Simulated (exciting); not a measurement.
**Electron–core-hole interaction in the O K spectrum of TaAgO3**

Wanted: the near-edge spectrum and the bound core excitons at the O K edge of TaAgO3.

Calculated with exciting sodium; X-ray absorption, core-level Bethe-Salpeter equation, exchange and statically screened direct term, Tamm-Dancoff, all-electron LAPW+lo LDA.

### 1. The structure

It takes space group Pm-3m (No. 221, cubic). Conventional cell: a = 3.999 Å, b = 3.999 Å, c = 3.999 Å, α = 90.00°, β = 90.00°, γ = 90.00°. Nearest to Ta lie 6 O at 2.00 Å. Nearest to Ag lie 12 O at 2.83 Å. Nearest to O lie 2 Ta at 2.00 Å. Farther neighbours and most contacts between anions are not listed.

As a file:

```cif
data_structure
_symmetry_space_group_name_H-M 'P 1'
_symmetry_Int_Tables_number 1
_cell_length_a 3.9994
_cell_length_b 3.9994
_cell_length_c 3.9994
_cell_angle_alpha 90.000
_cell_angle_beta 90.000
_cell_angle_gamma 90.000
_cell_volume 63.97
loop_
_atom_site_label
_atom_site_type_symbol
_atom_site_fract_x
_atom_site_fract_y
_atom_site_fract_z
_atom_site_occupancy
Ta1 Ta 0.00000 0.00000 0.00000 1
Ag2 Ag 0.50000 0.50000 0.50000 1
O3 O 0.50000 0.00000 0.00000 1
O4 O 0.00000 0.50000 0.00000 1
O5 O 0.00000 0.00000 0.50000 1
```

Differences between curves are given as r.m.s. difference over r.m.s. height.

### 2. Ground state

The species files are the program's own, with muffin-tin radii set in the input.

Input file input.xml:

```
<input>
  <title>TaAgO3</title>
  <structure speciespath="." autormt="false" epslat="1.0e-5">
    <crystal>
      <basevect>7.5577139697 0.0000000000 0.0000000000</basevect>
      <basevect>0.0000000000 7.5577139697 0.0000000000</basevect>
      <basevect>0.0000000000 0.0000000000 7.5577139697</basevect>
    </crystal>
    <species speciesfile="Ta.xml" rmt="2.125">
      <atom coord="0.0000000000 0.0000000000 0.0000000000"/>
    </species>
    <species speciesfile="Ag.xml" rmt="2.234">
      <atom coord="0.5000000000 0.5000000000 0.5000000000"/>
    </species>
    <species speciesfile="O.xml" rmt="1.541">
      <atom coord="0.5000000000 0.0000000000 0.0000000000"/>
      <atom coord="0.0000000000 0.5000000000 0.0000000000"/>
      <atom coord="0.0000000000 0.0000000000 0.5000000000"/>
    </species>
  </structure>
  <groundstate do="fromscratch" xctype="LDA_PW" ngridk="4 4 4" rgkmax="7" gmaxvr="14" nempty="8" swidth="0.001" maxscl="100" epsengy="1e-5"/>
</input>
```

Run with:

```console
$ OMP_NUM_THREADS=1 mpirun -n 2 exciting
```

The log of the run:

```text
EXCITING SODIUM started
********************************************************************************
* Ground-state run starting from atomic densities                              *
********************************************************************************
+ Starting initialization                                                      +
 Lattice vectors (cartesian) :
      7.5577139697      0.0000000000      0.0000000000
      0.0000000000      7.5577139697      0.0000000000
      0.0000000000      0.0000000000      7.5577139697
 Reciprocal lattice vectors (cartesian) :
      0.8313605585      0.0000000000      0.0000000000
      0.0000000000      0.8313605585      0.0000000000
      0.0000000000      0.0000000000      0.8313605585
 Unit cell volume                           :     431.6893699282
 Brillouin zone volume                      :       0.5746034782
 Species :    1 (Ta)
     parameters loaded from                 :    Ta.xml
     name                                   :    tantalum
     nuclear charge                         :     -73.00000000
     electronic charge                      :      73.00000000
     atomic mass                            :  329847.84330000
     muffin-tin radius                      :       2.12500000
     # of radial points in muffin-tin       :     600
     atomic positions (lattice) :
       1 :   0.00000000  0.00000000  0.00000000
 Species :    2 (Ag)
     parameters loaded from                 :    Ag.xml
     name                                   :    silver
     nuclear charge                         :     -47.00000000
     electronic charge                      :      47.00000000
     atomic mass                            :  196631.69970000
     muffin-tin radius                      :       2.23400000
     # of radial points in muffin-tin       :     400
     atomic positions (lattice) :
       1 :   0.50000000  0.50000000  0.50000000
 Species :    3 (O)
     parameters loaded from                 :    O.xml
     name                                   :    oxygen
     nuclear charge                         :      -8.00000000
     electronic charge                      :       8.00000000
     atomic mass                            :   29165.12203000
     muffin-tin radius                      :       1.54100000
     # of radial points in muffin-tin       :     250
     atomic positions (lattice) :
       1 :   0.50000000  0.00000000  0.00000000
       2 :   0.00000000  0.50000000  0.00000000
       3 :   0.00000000  0.00000000  0.50000000
 Total number of atoms per unit cell        :       5
 Spin treatment                             :    spin-unpolarised
 Number of Bravais lattice symmetries       :      48
 Number of crystal symmetries               :      48
 k-point grid                               :       4    4    4
 Total number of k-points                   :      10
 k-point set is reduced with crystal symmetries
 R^MT_min * |G+k|_max (rgkmax)              :       7.00000000
 Species with R^MT_min                      :       3 (O)
 Maximum |G+k| for APW functions            :       4.54250487
 Maximum |G| for potential and density      :      14.00000000
 G-vector grid sizes                        :      36    36    36
 Total number of G-vectors                  :   20005
 Maximum angular momentum used for
     APW functions                          :       8
     computing H and O matrix elements      :       8
     potential and density                  :       8
     inner part of muffin-tin               :       2
 Total nuclear charge                       :    -144.00000000
 Total electronic charge                    :     144.00000000
 Total core charge                          :      80.00000000
 Total valence charge                       :      64.00000000
 Number of empty states                     :       8
 Total number of valence states             :      41
 Maximum Hamiltonian size                   :     744
 Maximum number of plane-waves              :     692
 Total number of local-orbitals             :      52
 Exchange-correlation type                  :       3
     Perdew-Wang, Phys. Rev. B 45, 13244 (1992)
 Smearing scheme                            :    Gaussian
 Smearing width                             :       0.00100000
 Using multisecant Broyden potential mixing
+ Ending initialization                                                        +
********************************************************************************
* Groundstate module started                                                   *
********************************************************************************
 Output level for this task is set to normal
+ Self-consistent loop started                                                 +
 Density and potential initialised from atomic data
+ SCF iteration number :    1                                                  +
 Total energy                               :    -21124.15326084
 _______________________________________________________________
 Fermi energy                               :         0.24214780
 Kinetic energy                             :     23331.41259657
 Coulomb energy                             :    -43978.17573394
 Exchange energy                            :      -463.66120750
 Correlation energy                         :       -13.72891597
 DOS at Fermi energy (states/Ha/cell)       :         0.00000000
 Electron charges :
     core                                   :        80.00000000
     core leakage                           :         0.00003903
     valence                                :        64.00000000
     interstitial                           :         7.77514276
     charge in muffin-tin spheres :
                  atom     1    Ta          :        68.76989811
                  atom     2    Ag          :        44.73394305
                  atom     3     O          :         7.57367203
                  atom     4     O          :         7.57367203
                  atom     5     O          :         7.57367203
     total charge in muffin-tins            :       136.22485724
     total charge                           :       144.00000000
 Estimated fundamental gap                  :         0.04311775
        valence-band maximum at    3      0.5000  0.0000  0.0000
     conduction-band minimum at    1      0.0000  0.0000  0.0000
[... further iterations ...]
| Convergence targets achieved. Performing final SCF iteration                 +
 Total energy                               :    -21153.93225455
 _______________________________________________________________
 Fermi energy                               :         0.23984330
 Kinetic energy                             :     23306.45418365
 Coulomb energy                             :    -43983.36278651
 Exchange energy                            :      -463.31672196
 Correlation energy                         :       -13.70692972
 DOS at Fermi energy (states/Ha/cell)       :         0.00000000
 Electron charges :
     core                                   :        80.00000000
     core leakage                           :         0.00003750
     valence                                :        64.00000000
     interstitial                           :         8.60619011
     charge in muffin-tin spheres :
                  atom     1    Ta          :        69.44775691
                  atom     2    Ag          :        44.99941654
                  atom     3     O          :         6.98221215
                  atom     4     O          :         6.98221215
                  atom     5     O          :         6.98221215
     total charge in muffin-tins            :       135.39380989
     total charge                           :       144.00000000
 Estimated fundamental gap                  :         0.05440029
        valence-band maximum at    6      0.5000  0.5000  0.0000
     conduction-band minimum at    1      0.0000  0.0000  0.0000
+ Self-consistent loop stopped                                                 +
 STATE.OUT is written
********************************************************************************
* Groundstate module stopped                                                   *
********************************************************************************
 Total time spent (seconds)                 :       158.31
- CAUTION! Warnings have been written in file WARNING.OUT !                    -
| EXCITING SODIUM stopped                                                      =
```

Wall time 2.7 min (2 MPI ranks of Intel Xeon at 2.50GHz (Skylake/Cascade Lake), shared host).

The warnings file holds hints only, no warning.

The mesh shows a gap of 1.48 eV. Core levels (Dirac, from the valence top):

```tsv
atom	level	energy (eV)
O	1s1/2	-500.6
```

### 3. A richer basis for the empty states

Each species file gets more local orbitals, built from u and its energy derivative at 0.15 Ha and u at 0.9 Ha.

input.xml is that of step 2.

Input file SPECIES.xml, added lines:

```
<lo l="L">  <!-- L = 0, 1, 2, and 3 from Cs on -->
  <wf matchingOrder="0" trialEnergy="0.1500" searchE="false"/>
  <wf matchingOrder="1" trialEnergy="0.1500" searchE="false"/>
  <wf matchingOrder="0" trialEnergy="0.9000" searchE="false"/>
</lo>
```

Run with:

```console
$ OMP_NUM_THREADS=1 mpirun -n 2 exciting
```

The log of the run:

```text
EXCITING SODIUM started
********************************************************************************
* Ground-state run starting from atomic densities                              *
********************************************************************************
+ Starting initialization                                                      +
[... lattice and species ...]
 Spin treatment                             :    spin-unpolarised
 Number of Bravais lattice symmetries       :      48
[...]
+ Self-consistent loop stopped                                                 +
 STATE.OUT is written
********************************************************************************
* Groundstate module stopped                                                   *
********************************************************************************
 Total time spent (seconds)                 :       167.96
- CAUTION! Warnings have been written in file WARNING.OUT !                    -
| EXCITING SODIUM stopped                                                      =
[key lines of the parts left out:]
Total energy                               :    -21153.93387666
Fermi energy                               :         0.24019329
```

It took 2.8 min on 2 MPI ranks.

Against the first ground state the total energy moves by -9 meV an atom and the gap by -0.01 eV.

(Continued in part 2 of 3.)

[Banner, clock and machine lines of the logs are left out without a mark of their own.]

[Logs are printed without paths, hosts, clocks, repeated set-up lines and the standing remarks that a program may print on its own settings, such as how far it seeks lower states.]

[Hosts, paths, dates, database ids (printed as entryN), source tags and the programs' standing remarks are cut or masked in the printed files.]
